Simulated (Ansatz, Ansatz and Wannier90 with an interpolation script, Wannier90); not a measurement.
# PbBrF (P4/nmm): quasiparticle bands by Wannier interpolation, part 2 of 4

G0W0 gives levels on a mesh alone; what do the bands of PbBrF (P4/nmm) look like between the points?

Ansatz 0.2.0; LDA, Wannier functions and G0W0, plane waves, PAW. Known limits of the many-body steps: not at the basis limit; no spin-orbit coupling; coarse k mesh.

So far. Step 2 (LDA bands): The gap is direct, at (0.000, 0.000, 0.500).

The database entry behind the starting cell is an old determination (1932), so it need not match the best structure at ambient conditions.

### Step 4. Wannier functions by Wannier90 (Br:4p F:2p Pb:6p) on 8×8×4

Localised functions give a small Hamiltonian that interpolates between mesh points at no cost.

This step: maximally localised Wannier functions from the overlaps of LDA states (plane waves, PAW).

The input, w.win:

```
num_iter = 1200
conv_tol = 1.0e-8
conv_window = 5
dis_num_iter = 4000
dis_conv_tol = 1.0e-8
dis_mix_ratio = 0.7
write_hr = true
use_ws_distance = false
num_print_cycles = 50
! ansatz wannier90 interface
! projections by site (counted from 0) and shell: 2 4P, 3 4P, 4 2P, 5 2P, 0 6P, 1 6P
! states of the run's bands (counted from 1): 1-35
num_bands = 35
num_wann  = 18
dis_win_min = 1.01
dis_win_max = 13.57
dis_froz_min = 1.01
dis_froz_max = 10.57
guiding_centres = true

begin unit_cell_cart
Ang
                     4.18                      0.0                      0.0
                      0.0                     4.18                      0.0
                      0.0                      0.0                     7.59
end unit_cell_cart

begin atoms_frac
Pb                       0.0                      0.5                    0.195
Pb                       0.5                      0.0                    0.805
Br                       0.0                      0.5                     0.65
Br                       0.5                      0.0                     0.35
F                        0.5                      0.5                      0.0
F                        0.0                      0.0                      0.0
end atoms_frac

mp_grid = 8 8 4

[... the mesh's points ...]
```

Started as:

```sh
$ OMP_NUM_THREADS=1 mpirun -n 8 wannier90.x w > wannier90.x.log
```

What it wrote:

```text
TEM
                                    ------

                              Lattice Vectors (Ang)
                    a_1     4.180000   0.000000   0.000000
                    a_2     0.000000   4.180000   0.000000
                    a_3     0.000000   0.000000   7.590000

                   Unit Cell Volume:     132.61552  (Ang^3)

                        Reciprocal-Space Vectors (Ang^-1)
                    b_1     1.503154   0.000000   0.000000
                    b_2     0.000000   1.503154   0.000000
                    b_3     0.000000   0.000000   0.827824

 *----------------------------------------------------------------------------*
 |   Site       Fractional Coordinate          Cartesian Coordinate (Ang)     |
 +----------------------------------------------------------------------------+
 | pb   1   0.00000   0.50000   0.19500   |    0.00000   2.09000   1.48005    |
 | pb   2   0.50000   0.00000   0.80500   |    2.09000   0.00000   6.10995    |
 | br   1   0.00000   0.50000   0.65000   |    0.00000   2.09000   4.93350    |
 | br   2   0.50000   0.00000   0.35000   |    2.09000   0.00000   2.65650    |
 | f    1   0.50000   0.50000   0.00000   |    2.09000   2.09000   0.00000    |
 | f    2   0.00000   0.00000   0.00000   |    0.00000   0.00000   0.00000    |
 *----------------------------------------------------------------------------*
                                ------------
                                K-POINT GRID
                                ------------

             Grid size =  8 x  8 x  4      Total points =  256

 *---------------------------------- MAIN ------------------------------------*
 |  Number of Wannier Functions               :                18             |
 |  Number of Objective Wannier Functions     :                18             |
 |  Number of input Bloch states              :                35             |
 |  Output verbosity (1=low, 5=high)          :                 1             |
 |  Timing Level (1=low, 5=high)              :                 1             |
 |  Optimisation (0=memory, 3=speed)          :                 3             |
 |  Length Unit                               :               Ang             |
 |  Post-processing setup (write *.nnkp)      :                 F             |
 |  Using Gamma-only branch of algorithms     :                 F             |
 *----------------------------------------------------------------------------*
 *------------------------------- WANNIERISE ---------------------------------*
 |  Total number of iterations                :              1200             |
 |  Number of CG steps before reset           :                 5             |
 |  Trial step length for line search         :             2.000             |
 |  Convergence tolerence                     :         0.100E-07             |
 |  Convergence window                        :                 5             |
 |  Iterations between writing output         :                50             |
 |  Iterations between backing up to disk     :               100             |
 |  Write r^2_nm to file                      :                 F             |
 |  Write xyz WF centres to file              :                 F             |
 |  Write on-site energies <0n|H|0n> to file  :                 F             |
 |  Use guiding centre to control phases      :                 T             |
 |  Use phases for initial projections        :                 F             |
 |  Iterations before starting guiding centres:                 0             |
 |  Iterations between using guiding centres  :                 1             |
 *----------------------------------------------------------------------------*
 *------------------------------- DISENTANGLE --------------------------------*
 |  Using band disentanglement                :                 T             |
 |  Total number of iterations                :              4000             |
 |  Mixing ratio                              :             0.700             |
 |  Convergence tolerence                     :         1.000E-08             |
 |  Convergence window                        :                 3             |
 *----------------------------------------------------------------------------*
 *-------------------------------- PLOTTING ----------------------------------*
 |  Plotting Hamiltonian in WF basis          :                 T             |
 *----------------------------------------------------------------------------*

 *---------------------------------- K-MESH ----------------------------------*
 +----------------------------------------------------------------------------+
 |                    Distance to Nearest-Neighbour Shells                    |
 |                    ------------------------------------                    |
 |          Shell             Distance (Ang^-1)          Multiplicity         |
 |          -----             -----------------          ------------         |
 |             1                   0.187894                      4            |
 |             2                   0.206956                      2            |
 |             3                   0.265723                      4            |
 |             4                   0.279527                      8            |
[...]
|            ---        --------------------------------                     |
 |             1         0.000000    0.187894    0.000000                     |
 |             2         0.187894    0.000000    0.000000                     |
 |             3         0.000000    0.000000    0.206956                     |
 +----------------------------------------------------------------------------+

 Starting a new Wannier90 calculation ...

 Reading overlaps from w.mmn    : ansatz wannier90 interface

 Reading projections from w.amn : ansatz wannier90 interface

 *------------------------------- DISENTANGLE --------------------------------*
 +----------------------------------------------------------------------------+
 |                              Energy  Windows                               |
 |                              ---------------                               |
 |                   Outer:    1.01000  to   13.57000  (eV)                   |
 |                   Inner:    1.01000  to   10.57000  (eV)                   |
 +----------------------------------------------------------------------------+
   Number of target bands to extract:   18

                   Unitarised projection of Wannier functions
                   ------------------------------------------
   A_mn = <psi_m|g_n> --> S = A.A^+ --> U = S^-1/2.A
   In dis_project... done
   Using an inner window (linner = T)
   In dis_proj_froz... done

                   Extraction of optimally-connected subspace
                   ------------------------------------------
 +---------------------------------------------------------------------+<-- DIS
 |  Iter     Omega_I(i-1)      Omega_I(i)      Delta (frac.)    Time   |<-- DIS
 +---------------------------------------------------------------------+<-- DIS
       1      34.98240856      34.96909134       3.808E-04      0.00    <-- DIS
       2      34.97040347      34.96561951       1.368E-04      0.01    <-- DIS
       3      34.96612730      34.96413818       5.689E-05      0.02    <-- DIS

             <<<      Delta < 1.000E-08  over  3 iterations     >>>
             <<< Disentanglement convergence criteria satisfied >>>

        Final Omega_I    34.96298056 (Ang^2)

 +----------------------------------------------------------------------------+

 Writing checkpoint file w.chk... done

 *------------------------------- WANNIERISE ---------------------------------*
 +--------------------------------------------------------------------+<-- CONV
 | Iter  Delta Spread     RMS Gradient      Spread (Ang^2)      Time  |<-- CONV
 +--------------------------------------------------------------------+<-- CONV

 ------------------------------------------------------------------------------
 Initial State
  WF centre and spread    1  (  0.000000,  2.090000,  4.951887 )     1.81999242
  WF centre and spread    2  ( -0.000000,  2.090000,  4.918535 )     1.81344834
  WF centre and spread    3  ( -0.000000,  2.090000,  4.918535 )     1.81344834
  WF centre and spread    4  (  2.090000, -0.000000,  2.638113 )     1.81999242
  WF centre and spread    5  (  2.090000, -0.000000,  2.671465 )     1.81344834
  WF centre and spread    6  (  2.090000,  0.000000,  2.671465 )     1.81344834
  WF centre and spread    7  (  2.090000,  2.090000,  0.000000 )     1.06754621
  WF centre and spread    8  (  2.090000,  2.090000,  0.091922 )     1.10777548
  WF centre and spread    9  (  2.090000,  2.090000, -0.091922 )     1.10777548
  WF centre and spread   10  ( -0.000000,  0.000000,  0.000000 )     1.06754621
[...]
Sum of centres and spreads ( 18.810000, 18.810000, 45.540000 )    37.00968937

      0     0.370E+02     0.0000000000       37.0096893695       0.28  <-- CONV
        O_D=      0.0822468 O_OD=      1.9644620 O_TOT=     37.0096894 <-- SPRD
 ------------------------------------------------------------------------------
 Cycle:      1
[...]
Sum of centres and spreads ( 18.810000, 18.810000, 45.540000 )    36.76010991

      1    -0.250E+00     0.3894521699       36.7601099068       0.30  <-- CONV
        O_D=      0.0742917 O_OD=      1.7228377 O_TOT=     36.7601099 <-- SPRD
 Delta: O_D= -0.7955166E-02 O_OD= -0.2416243E+00 O_TOT= -0.2495795E+00 <-- DLTA
 ------------------------------------------------------------------------------

             <<<     Delta < 1.000E-08  over  5 iterations     >>>
             <<< Wannierisation convergence criteria satisfied >>>

 Final State
[...]
WF centre and spread   14  (  0.000000,  2.090000,  1.657368 )     3.22973622
  WF centre and spread   15  ( -0.000000,  2.090000,  1.657368 )     3.22973622
  WF centre and spread   16  (  2.090000, -0.000000,  5.929060 )     3.09042626
  WF centre and spread   17  (  2.090000, -0.000000,  5.932632 )     3.22973622
  WF centre and spread   18  (  2.090000,  0.000000,  5.932632 )     3.22973622
  Sum of centres and spreads ( 18.810000, 18.810000, 45.540000 )    36.58398675

         Spreads (Ang^2)       Omega I      =    34.962980562
        ================       Omega D      =     0.068133449
                               Omega OD     =     1.552872740
    Final Spread (Ang^2)       Omega Total  =    36.583986751
 ------------------------------------------------------------------------------

 Writing checkpoint file w.chk... done

 *---------------------------------------------------------------------------*
 |                               PLOTTING                                    |
 *---------------------------------------------------------------------------*

 *===========================================================================*
 |                             TIMING INFORMATION                            |
 *===========================================================================*
 |    Tag                                                Ncalls      Time (s)|
 |---------------------------------------------------------------------------|
 |kmesh: get                                        :         1         0.132|
 |overlap: read                                     :         1         2.085|
 |dis: main                                         :         1         0.387|
 |wann: main                                        :         1         0.807|
 |plot: main                                        :         1         0.389|
 *---------------------------------------------------------------------------*
 All done: wannier90 exiting
```

The job ended after 5.5 s (8 MPI ranks of Arm Neoverse N1, shared host; 40 s of CPU time).

Numbers from this step:

| Property | Result |
| --- | --- |
| gauge-invariant spread | 34.96 Å² |
| diagonal spread | 0.06813 Å² |
| off-diagonal spread | 1.553 Å² |
| total spread | 36.58 Å² |
| disentanglement steps | 25 |
| r.m.s. interpolation error | 5.21e-4 eV |
| r.m.s. error near the gap | 7.11e-4 eV |

Near the gap the model misses directly solved bands by 0.7 meV r.m.s. and by 6 meV at most in the window tested. This tests the starting bands, not the corrections carried with them.

Wannier functions, by row:

```
function  x (Å)  y (Å)   z (Å)  spread (Å²)  nearest atom  distance (Å)
       1      0   2.09   4.947         1.81           Br3         0.013
       2      0   2.09   4.917        1.845           Br3         0.017
       3      0   2.09   4.917        1.845           Br3         0.017
       4   2.09      0   2.643         1.81           Br4         0.013
       5   2.09      0   2.673        1.845           Br4         0.017
       6   2.09      0   2.673        1.845           Br4         0.017
       7   2.09   2.09       0        1.055            F5             0
       8   2.09   2.09   0.095        1.094            F5         0.095
       9   2.09   2.09  -0.095        1.094            F5         0.095
      10      0      0       0        1.055            F6             0
      11      0      0  -0.095        1.094            F6         0.095
      12      0      0   0.095        1.094            F6         0.095
      13      0   2.09   1.661         3.09           Pb1         0.181
      14      0   2.09   1.657         3.23           Pb1         0.177
      15      0   2.09   1.657         3.23           Pb1         0.177
      16   2.09      0   5.929         3.09           Pb2         0.181
      17   2.09      0   5.933         3.23           Pb2         0.177
      18   2.09      0   5.933         3.23           Pb2         0.177
```

Frozen up to 4.87 eV; above it the model need not follow the bands. The electronic bands at the labelled points (eV, zero at the valence-band top):

```
    point  band 25  band 26  band 27  band 28  band 29  band 30  band 31  band 32
        Γ    -1.55    -0.99    -0.99    -0.36     3.41     4.38     5.73     5.73
  halfway    -1.11    -0.85    -0.52    -0.26     3.83     4.53     4.67     5.00
        X    -0.89    -0.89    -0.36    -0.36     3.72     3.72     4.70     4.70
  halfway    -1.03    -1.03    -0.90    -0.90     4.29     4.29     4.71     4.71
        M    -1.34    -1.34    -0.75    -0.75     4.15     4.15     5.09     5.09
  halfway    -1.19    -0.63    -0.59    -0.51     3.92     4.60     4.74     5.09
        Γ    -1.55    -0.99    -0.99    -0.36     3.41     4.38     5.73     5.73
  halfway    -1.67    -0.87    -0.87    -0.18     2.84     4.24     5.80     5.80
        Z    -1.45    -0.78    -0.78     0.00     2.37     3.99     5.93     5.93
  halfway    -1.36    -0.73    -0.45    -0.38     3.33     3.76     4.97     5.32
        R    -0.90    -0.90    -0.38    -0.38     3.51     3.51     4.74     4.74
  halfway    -1.26    -1.26    -0.76    -0.76     3.51     3.51     5.24     5.24
        A    -2.13    -2.13    -1.13    -1.13     4.61     4.61     4.83     4.83
  halfway    -1.36    -0.76    -0.64    -0.47     3.09     4.67     4.82     4.91
        Z    -1.45    -0.78    -0.78     0.00     2.37     3.99     5.93     5.93
jump to X    -0.89    -0.89    -0.36    -0.36     3.72     3.72     4.70     4.70
  halfway    -0.90    -0.90    -0.37    -0.37     3.62     3.62     4.72     4.72
        R    -0.90    -0.90    -0.38    -0.38     3.51     3.51     4.74     4.74
jump to M    -1.34    -1.34    -0.75    -0.75     4.15     4.15     5.09     5.09
  halfway    -1.61    -1.61    -0.93    -0.93     4.36     4.36     4.95     4.95
        A    -2.13    -2.13    -1.13    -1.13     4.61     4.61     4.83     4.83
```

The same for Kohn-Sham, solved directly:

```
point  band 25  band 26  band 27  band 28  band 29  band 30  band 31  band 32
    Γ    -1.55    -0.99    -0.99    -0.36     3.41     4.38     5.73     5.73
    X    -0.89    -0.89    -0.36    -0.36     3.72     3.72     4.70     4.70
    M    -1.34    -1.34    -0.75    -0.75     4.15     4.15     5.09     5.09
    Γ    -1.55    -0.99    -0.99    -0.36     3.41     4.38     5.73     5.73
    Z    -1.45    -0.78    -0.78     0.00     2.37     3.99     5.93     5.93
    R    -0.90    -0.90    -0.38    -0.38     3.51     3.51     4.74     4.74
    A    -2.13    -2.13    -1.13    -1.13     4.61     4.61     4.83     4.83
    Z    -1.45    -0.78    -0.78     0.00     2.37     3.99     5.93     5.93
    X    -0.89    -0.89    -0.36    -0.36     3.72     3.72     4.70     4.70
    R    -0.90    -0.90    -0.38    -0.38     3.51     3.51     4.74     4.74
    M    -1.34    -1.34    -0.75    -0.75     4.15     4.15     5.09     5.09
    A    -2.13    -2.13    -1.13    -1.13     4.61     4.61     4.83     4.83
```

(Continued in part 3 of 4.)

[Paths, hosts, dates, memory and timing lines, banners, echoed tables and standing remarks are left out of the program output.]

[Logs are printed without paths, hosts, clocks, repeated set-up lines and the standing remarks that a program may print on its own settings, such as how far it seeks lower states.]

[Runs of the session that timed out or met a known fault of the program may be left out.]

[Hosts, paths, dates, database ids (printed as entryN), source tags and the programs' standing remarks are cut or masked in the printed files.]
